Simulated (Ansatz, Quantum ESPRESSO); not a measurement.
# puckered PAs, 1 layer: the energy at a withheld member of a series

**Set-up.** Quantum ESPRESSO 7.5, PBE, GBRV ultrasoft. Cell and atoms are first relaxed; each strained cell is then held, the other axis too, and the atoms relax in it. A periodic run with 15 Å of vacuum in the starting cell gives the vacuum levels, and bands follow along a path. The series steps strain along the second axis. Energies count from the lowest.

```
strain along the second axis  energy (eV)
                        -4 %       0.0715
                        -3 %       0.0392
                        -2 %       0.0169
                        -1 %       0.0041
                         0 %       0.0000
                         1 %       0.0039
                         2 %       0.0153
                         3 %       0.0336
```

One more run was made and is withheld. What is the energy at 4 %?

By hand: The rows at 2 % and 3 % give a slope of (0.0336 − (0.0153))/(3 − (2)) = 0.0183, so a straight line gives 0.0519 eV. A parabola through these and the row at 1 % gives 0.0588 eV.

**Check.** 0.0582 eV. The line misses by −0.0063 and the parabola by +0.0006 eV. The parabola does better.

**Limits.** Semilocal gaps are too small; the 1×1 cell can't ripple over many cells under compression as a free sheet would. No spin-orbit coupling.

[Logs are printed without paths, hosts, clocks, repeated set-up lines and the standing remarks that a program may print on its own settings, such as how far it seeks lower states.]
